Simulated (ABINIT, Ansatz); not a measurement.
# A GW chain in ABINIT: KNaMg2F6 (P4/mmm), part 3 of 3

Aim: the G0W0 gap of KNaMg2F6 (P4/mmm) on LDA, step by step.

ABINIT 10.8.3; LDA and many-body steps on it, plane waves. Known limits of the many-body steps: not at the basis limit; coarse k mesh.

So far. Step 4 (Empty states on the mesh, 2×2×1 mesh, 112 bands): On this mesh the gap is 6.084 eV. Step 5 (Screening, 2×2×1 mesh, 102 bands, screening to 98 eV): Local fields lower ε∞ by 4 %. On a Γ-centred mesh this coarse the value itself is usually too large, while a short band sum pulls it down.

## (6) Self-energy, 2×2×1 mesh, 102 bands, screening to 98 eV

The self-energy is evaluated for the states that the input lists, and the levels follow from it, in one-shot runs by the linearised quasiparticle equation.

This step: G0W0 on LDA, plane waves, norm-conserving pseudopotentials.

File run.abi:

```
acell 3*1.0 Angstrom
rprim 
  4.007581000000 0.000000000000 0.000000000000
  0.000000000000 4.007581000000 0.000000000000
  0.000000000000 0.000000000000 7.994870000000
ntypat 4
znucl 19 11 12 9
natom 10
typat 1 2 3 3 4 4 4 4 4 4
xred 
  0.500000000000 0.500000000000 0.500000000000
  0.500000000000 0.500000000000 0.000000000000
  0.000000000000 0.000000000000 0.246633000000
  0.000000000000 0.000000000000 0.753367000000
  0.500000000000 0.000000000000 0.243520000000
  0.500000000000 0.000000000000 0.756480000000
  0.000000000000 0.500000000000 0.756480000000
  0.000000000000 0.500000000000 0.243520000000
  0.000000000000 0.000000000000 0.000000000000
  0.000000000000 0.000000000000 0.500000000000
pp_dirpath "pseudos"
pseudos "K.upf, Na.upf, Mg.upf, F.upf"
ecut 38
ngkpt 2 2 1
nshiftk 1
shiftk 0 0 0
kptopt 1
chksymbreak 0
istwfk *1
occopt 1
irdwfk 1
optdriver 4
nband 102
gwcalctyp 0
ecutsigx 38
symsigma 1
nkptgw 2
kptgw 
  0.5000000000 0.5000000000 0.0000000000
  0.0000000000 0.0000000000 0.0000000000
bdgw 
  39 42
  38 42
ecuteps 3.6
irdscr 1
ppmodel 1
indata_prefix "in"
outdata_prefix "out"
tmpdata_prefix "tmp"
```

Run with:

```
$ OMP_NUM_THREADS=1 mpirun -n 4 abinit run.abi > log
```

Numbers of over 12 decimals in the logs are rounded to 6 here.

Output:

```text
.Version 10.8.3 of ABINIT. v10.8.2 released Aug 2026.

 Symmetries : space group P4/m m m (#123); Bravais tP (primitive tetrag.)
[... echo of the input left out ...]
== DATASET  1 ==================================================================
-   mpi_nproc: 4, omp_nthreads: 1 (-1 if OMP is not activated)

--- !DatasetInfo
iteration_state: {dtset: 1, }
dimensions: {natom: 10, nkpt: 3, mband: 102, nsppol: 1, nspinor: 1, nspden: 1, mpw: 9813, }
cutoff_energies: {ecut:  38.0, pawecutdg:  -1.0, }
electrons: {nelect:   8.00000000E+01, charge:   0.00000000E+00, occopt:   1.00000000E+00, tsmear:   1.00000000E-02, }

 SIGMA: Calculation of the GW corrections

 Based on a program developped by R.W. Godby, V. Olevano, G. Onida, and L. Reining.
 Incorporated in ABINIT by V. Olevano, G.-M. Rignanese, and M. Torrent.
.Using double precision arithmetic ; gwpc =  8

[... cell and pseudopotentials left out ...]
--------------------------------------------------------------------------------

 ==== K-mesh for the wavefunctions ====
 Number of points in the irreducible wedge :     3
[... list of points left out ...]
 Together with 16 symmetry operations and time-reversal symmetry
 yields     4 points in the full Brillouin Zone.

 ==== Q-mesh for screening function ====
 Number of points in the irreducible wedge :     3
[... list of points left out ...]
 Together with 16 symmetry operations and time-reversal symmetry
 yields     4 points in the full Brillouin Zone.

 vcoul_init : cutoff-mode = AUXILIARY_FUNCTION
 q-points for optical limit:   1
     1)      0.000010    0.000020    0.000030
 setmesh: FFT mesh size selected  =    45x   45x   90
          total number of points  =       182250

 Number of electrons calculated from density =   80.0000; Expected =   80.0000
 average of density, n =  0.092325
 r_s =    1.3726
 omega_plasma =   29.3099 [eV]

 === KS Band Gaps ===
  >>>> For spin  1
   Minimum direct gap =   6.4844 [eV], located at k-point      :   0.0000  0.0000  0.0000
   Fundamental gap    =   6.0840 [eV], Top of valence bands at :   0.5000  0.5000  0.0000
                                       Bottom of conduction at :   0.0000  0.0000  0.0000
 SIGMA fundamental parameters:
 PLASMON POLE MODEL  1
 number of plane-waves for SigmaX                 9813
 number of plane-waves for SigmaC and W            297
 number of plane-waves for wavefunctions          9813
 number of bands                                   102
 number of independent spin polarizations            1
 number of spinorial components                      1
 number of k-points in IBZ                           3
 number of q-points in IBZ                           3
 number of symmetry operations                      16
 number of k-points in BZ                            4
 number of q-points in BZ                            4
 number of frequencies for dSigma/dE                 9
 frequency step for dSigma/dE [eV]                0.25
 number of omega for Sigma on real axis              0
 max omega for Sigma on real axis  [eV]           0.00
 zcut for avoiding poles [eV]                     0.10

 EPSILON^-1 parameters (SCR file):
 dimension of the eps^-1 matrix on file            297
 dimension of the eps^-1 matrix used               297
 number of plane-waves for wavefunctions          9813
 number of bands                                   102
 number of q-points in IBZ                           3
 number of frequencies                               2
 number of real frequencies                          1
 number of imag frequencies                          1

 matrix elements of self-energy operator (all in [eV])

 Perturbative Calculation

--- !SelfEnergy_ee
iteration_state: {dtset: 1, }
kpoint     : [   0.500,    0.500,    0.000, ]
spin       : 1
KS_gap     :   10.008
QP_gap     :   15.030
Delta_QP_KS:    5.022
data: !SigmaeeData |
     Band     E0 <VxcDFT>   SigX SigC(E0)      Z dSigC/dE  Sig(E)    E-E0       E
       39  -0.513 -22.622 -30.503   5.079   0.820  -0.219 -24.919  -2.297  -2.810
       40  -0.513 -22.622 -30.503   5.079   0.820  -0.219 -24.919  -2.297  -2.810
       41   9.495 -10.624  -5.280  -2.287   0.891  -0.122  -7.899   2.725  12.220
       42   9.638 -12.518  -6.401  -2.470   0.887  -0.127  -9.283   3.235  12.872

--- !SelfEnergy_ee
iteration_state: {dtset: 1, }
kpoint     : [   0.000,    0.000,    0.000, ]
spin       : 1
KS_gap     :    6.484
QP_gap     :   11.206
Delta_QP_KS:    4.722
data: !SigmaeeData |
     Band     E0 <VxcDFT>   SigX SigC(E0)      Z dSigC/dE  Sig(E)    E-E0       E
       38  -0.915 -22.366 -30.185   4.981   0.821  -0.218 -24.696  -2.330  -3.245
       39  -0.913 -22.367 -30.182   4.975   0.822  -0.217 -24.701  -2.334  -3.247
       40  -0.913 -22.367 -30.182   4.975   0.822  -0.217 -24.701  -2.334  -3.247
       41   5.571 -10.642  -5.593  -2.383   0.896  -0.116  -8.254   2.388   7.959
       42   8.512 -12.317  -6.986  -2.258   0.884  -0.131  -9.601   2.716  11.228

== END DATASET(S) ==============================================================
================================================================================

 -outvars: echo values of variables after computation  --------
           etotal      0.0000000000E+00
            nband         102
             nkpt           3
          spgroup         123
 [... the other variables as echoed above ...]

 Calculation completed.
```

Elapsed: 12 s, on 4 MPI ranks of Intel Xeon 6975P-C (Granite Rapids), shared host; peak memory 1 GiB.

This step gave:

```
G0W0 gap on the points computed              : 10.77 eV
starting gap on the mesh                     : 6.084 eV
k of the valence top                         : 0.5, 0.5, 0
k of the conduction bottom                   : 0, 0, 0
Z at the valence top                         : 0.82
Z at the conduction bottom                   : 0.896
least direct G0W0 gap on the computed points : 11.20 eV
```

The gap on the mesh goes from 6.08 eV to 10.77 eV, a correction of +4.68 eV.

Limits: finite bands, cutoff and mesh; coarse k mesh. v1 is the top filled band, c1 the lowest empty one. The levels before and after the correction (eV, zero at the valence-band top of each column):

```csv
,conduction bottom,valence top
Kohn-Sham,6.08,0.00
G0W0,10.77,0.00
```

```csv
,level,energy (eV)
Kohn-Sham,(0.5 0.5 0) v2-v1,0.000
Kohn-Sham,(0.5 0.5 0) c1,10.008
Kohn-Sham,(0.5 0.5 0) c2,10.151
Kohn-Sham,Γ v3-v1,-0.402
Kohn-Sham,Γ c1,6.084
Kohn-Sham,Γ c2,9.025
G0W0,(0.5 0.5 0) v2-v1,0.000
G0W0,(0.5 0.5 0) c1,15.030
G0W0,(0.5 0.5 0) c2,15.682
G0W0,Γ v3-v1,-0.435
G0W0,Γ c1,10.769
G0W0,Γ c2,14.038
```

## (7) Where the time went

Times are wall times on 4 MPI ranks of Intel Xeon 6975P-C (Granite Rapids), shared host, good to a factor of about two.

```csv
step,time,share,memory (GiB)
ground state,6 min,53 %,0.68
bands along the symmetry lines,3.5 min,31 %,0.67
empty states on the mesh,53 s,8 %,0.46
screening,46 s,7 %,1.3
self-energy,12 s,2 %,1.0
```

## (8) Outcome

```yaml
lda_gap: 6.08 eV, indirect
g0w0_gap_on_the_mesh: 10.77 eV
gw_settings: 2×2×1 mesh, 102 bands, screening to 98 eV, Godby-Needs plasmon pole
known_limits: not at the basis limit; coarse k mesh
```

G0W0 moves the gap on the mesh from 6.08 eV to 10.77 eV (+4.68 eV), with Z of 0.82 and 0.90 at the edges. Local fields lower the RPA ε∞ on this mesh from 2.06 to 1.97; a Γ-centred mesh this coarse tends to raise both, most where the direct gap is narrow, while a short band sum lowers them. Only 2 of the mesh's irreducible points were corrected, so a valley elsewhere could overtake. The dearest step here is «ground state». Bands and cutoff are finite, so the gap is not at the basis limit. The miss can reach some tenths of an eV and take either sign; the mesh is an error of its own. In the G0W0 run levels were corrected at 2 k points alone, so a gap called «on the mesh» is the least over those, and an edge elsewhere would be missed. The 2×2×1 mesh is coarse for this cell, which bears on the long-range parts of exchange and screening.

[Paths, hosts, dates, memory and timing lines, banners, echoed tables and standing remarks are left out of the program output.]

[Logs are printed without paths, hosts, clocks, repeated set-up lines and the standing remarks that a program may print on its own settings, such as how far it seeks lower states.]

[Runs of the session that timed out or met a known fault of the program may be left out.]

[Hosts, paths, dates, database ids (printed as entryN), source tags and the programs' standing remarks are cut or masked in the printed files.]

[G0W0 gaps are taken among the corrected bands and points alone; a level outside them can change the order at an edge.]

[Where Ansatz stands beside ABINIT at settings called matched, ABINIT's density can come from a denser mesh and the files from another edition; pairs whose starting gaps differed by over 0.03 eV were left out, so agreement reads better than it is.]
